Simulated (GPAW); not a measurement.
# Screening of a field by a 9-layer slab of Ca(110), part 2 of 2

Aim: the dipole that a field along the normal induces in a 9-layer slab of Ca(110).

GPAW 26.7.0; GPAW, PAW setups; slab in vacuum, relaxation (the session's first sound run).

So far. Step 8 (Field on): The dipole is now 0.248 e Å, against -5.8e-4 in the run without a field.

### Step 9. Field on

Contents of run.py:

```python
import json
import numpy as np
from ase import Atoms
from gpaw import GPAW, PW
from gpaw.external import ConstantElectricField

slab = Atoms(
    ['Ca', 'Ca', 'Ca', 'Ca', 'Ca', 'Ca', 'Ca', 'Ca', 'Ca'],
    positions=[
        [0.00000, 0.00000, 9.00000],
        [2.79000, 1.97283, 10.97283],
        [0.00000, 0.00000, 12.94566],
        [2.79000, 1.97283, 14.91848],
        [0.00000, 0.00000, 16.89356],
        [2.79000, 1.97283, 18.86677],
        [0.00000, -0.00000, 20.87184],
        [2.79000, 1.97283, 22.80063],
        [-0.00000, 0.00000, 24.70653]],
    cell=[[5.58, 0.0, 0.0], [0.0, 3.94566, 0.0], [0.0, 0.0, 33.78262]],
    pbc=[True, True, False])

slab.calc = GPAW(mode=PW(400), xc='PBE', kpts={'size': (6, 8, 1), 'gamma': True},
                 occupations={'name': 'fermi-dirac', 'width': 0.1}, nbands='160%',
                 convergence={'density': 1e-05}, maxiter=200,
                 poissonsolver={'dipolelayer': 'xy'},
                 external=ConstantElectricField(0.2, [0, 0, 1]),
                 symmetry={'tolerance': 1e-3}, txt='slab.txt')
result = {}
energy = slab.get_potential_energy()
fermi = slab.calc.get_fermi_level()
v = slab.calc.get_electrostatic_potential().mean((0, 1)) - fermi
n = slab.calc.get_pseudo_density().mean((0, 1))
L = slab.cell[2, 2]
z = np.arange(len(v)) * L / len(v)
low, high = slab.positions[:, 2].min(), slab.positions[:, 2].max()
below, above = np.interp([low - 6.8, high + 6.8], z, v)
slopes = [np.interp(x, z, np.gradient(v, z)) for x in (low - 6.8, high + 6.8)]
eps = np.array([[slab.calc.get_eigenvalues(k, s) for k in range(len(slab.calc.get_ibz_k_points()))]
                for s in range(slab.calc.get_number_of_spins())]) - fermi
top, bottom = eps[eps < 0].max(), eps[eps > 0].min()
dipole = slab.get_dipole_moment()[2]
print(f'energy {energy:.4f} eV, Fermi level {fermi:.4f} eV, dipole {dipole:.5f} e A')
print(f'potential 6.8 A off the faces, from the Fermi level: lower {below:.4f} eV, upper {above:.4f} eV')
print(f'slope of the potential there: lower {slopes[0]:.5f}, upper {slopes[1]:.5f} eV/A')
print(f'nearest levels on the mesh: {top:.4f} and {bottom:.4f} eV')
print('magnetic moment', round(slab.get_magnetic_moment(), 3))
result.update(energy=energy, fermi=fermi, dipole=dipole, below=below, above=above, slopes=slopes, edges=[top, bottom],
              z=z.tolist(), v=v.tolist(), n=n.tolist(), positions=slab.positions.tolist(),
              forces=slab.get_forces(apply_constraint=False).tolist(), moments=slab.get_magnetic_moments().tolist())
json.dump(result, open('result.json', 'w'))
```

Command:

```bash
$ OMP_NUM_THREADS=1 OPENBLAS_NUM_THREADS=1 python run.py
```

Run time: 17 min. Hardware: 1 thread of Arm Neoverse V2, shared host; peak memory 0.81 GiB.

The electrostatic potential energy of an electron (without an applied field's), less the Fermi level, planar mean oscillates, so the rows of the table below give means over windows of 2.01 Å about each position, cut where the curve ends. Its maxima inside the range that stand out by 2 % of the span (Å: eV): 1.8: 4.89, 10.0: 0.387, 11.9: 0.141, 13.9: -0.272, 15.9: -0.675, 17.8: -1.07, 19.8: -1.33, 21.9: -2.00, 23.8: -2.60. Its minima: 9.0: -4.86, 10.9: -4.76, 13.0: -5.43, 14.9: -5.81, 16.9: -6.24, 18.9: -6.61, 20.9: -7.03, 22.8: -7.40, 24.7: -8.08.

The electrostatic potential energy of an electron (without an applied field's), less the Fermi level, planar mean by z; means over each step:

z (Å), electrostatic potential energy of an electron (without an applied field's), less the Fermi level, planar mean (eV) and a bar from the least value:
```
     1.00       4.70 #############################
     3.01       4.89 ##############################
     5.02       4.86 ##############################
     7.03       4.05 ###########################
     9.04      -1.54 ##########
    11.05      -1.93 ########
    13.06      -2.37 #######
    15.07      -2.78 ######
    17.08      -3.19 ####
    19.09      -3.54 ###
    21.10      -4.02 ##
    23.11      -4.54 
    25.12      -4.21 #
    27.13       0.53 ################
    29.14       0.80 #################
    31.15       0.80 #################
    33.16       0.93 #################
```

The dipole is now 0.497 e Å, against -5.8e-4 in the run without a field.

### Step 10. Field on

Edit run.py of step 9 so:

```diff
@@ -25,3 +25,3 @@
                  poissonsolver={'dipolelayer': 'xy'},
-                 external=ConstantElectricField(0.2, [0, 0, 1]),
+                 external=ConstantElectricField(0.3, [0, 0, 1]),
                  symmetry={'tolerance': 1e-3}, txt='slab.txt')
```

The job ended after 14 min (1 thread; peak memory 0.81 GiB).

The dipole is now 0.747 e Å, against -5.8e-4 in the run without a field.

### Step 11. The series

The members are put on one axis.

This step: induced dipole against applied field (GPAW 26.7.0).

The dipole along the normal by field:

```tsv
field (V/Å)	dipole along the normal (e·Å)
-0.200	-0.499
-0.100	-0.249
-0.050	-0.125
0.000	-5.8e-4
0.050	0.124
0.100	0.248
0.200	0.497
0.300	0.747
```

### Step 12. A changed run

One more run, with changed settings.

This step: GPAW, PAW setups; slab in vacuum (GPAW 26.7.0).

Edit run.py of step 10 so:

```diff
@@ -4,3 +4,2 @@
 from gpaw import GPAW, PW
-from gpaw.external import ConstantElectricField
 
@@ -22,6 +21,5 @@
 slab.calc = GPAW(mode=PW(400), xc='PBE', kpts={'size': (6, 8, 1), 'gamma': True},
-                 occupations={'name': 'fermi-dirac', 'width': 0.1}, nbands='160%',
-                 convergence={'density': 1e-05}, maxiter=200,
+                 occupations={'name': 'fermi-dirac', 'width': 2.0}, nbands='160%',
+                 convergence={'density': 1e-05}, maxiter=50,
                  poissonsolver={'dipolelayer': 'xy'},
-                 external=ConstantElectricField(0.3, [0, 0, 1]),
                  symmetry={'tolerance': 1e-3}, txt='slab.txt')
```

Elapsed: 25 min, on 1 thread; peak memory 0.68 GiB.

The run stopped without converging, so none of its numbers is a property of the system.

The fault put into the input: a smearing of electronvolts, under a cap of 50 iterations, which ended the run (width = 2.0).

### Step 13. Summary of results

```
work function, both faces                      : 2.82 eV
dipole along the normal                        : -5.8e-4 e Å
induced dipole per field                       : 2.49 e Å per V/Å
out-of-plane polarisability per area, α/(ε0 A) : 20.5 Å
```

What this shows: The field induces 2.49 e Å per V/Å, a polarisable thickness α/(ε0 A) of 20.5 Å beside 15.7 Å between the outermost nuclei. A perfect conductor would give the distance between its two image planes; a dielectric of thickness t gives t(1 - 1/ε). The measured value for polycrystalline Ca, which weights the faces of low work function, is 2.87 eV (as compiled in "Anisotropic work function of elemental crystals", 2019, arxiv:1902.07811); the relaxed upper face lies 0.049 eV under it with PBE. Measured work functions scatter by a tenth of an eV or more between methods. The induced dipole is linear in the field over this range. The small printed dipole stands for a step of 4.8 meV from the lower to the upper face, and the probes find 4.8 meV; values this small are near the numerical noise of both. The in-plane lattice was kept as typed, which isn't the functional's own and leaves some strain; spin-orbit coupling and temperature are left out.

[Logs are printed without paths, hosts, clocks, repeated set-up lines and the standing remarks that a program may print on its own settings, such as how far it seeks lower states.]

[Hosts, paths, dates, database ids (printed as entryN), source tags and the programs' standing remarks are cut or masked in the printed files.]
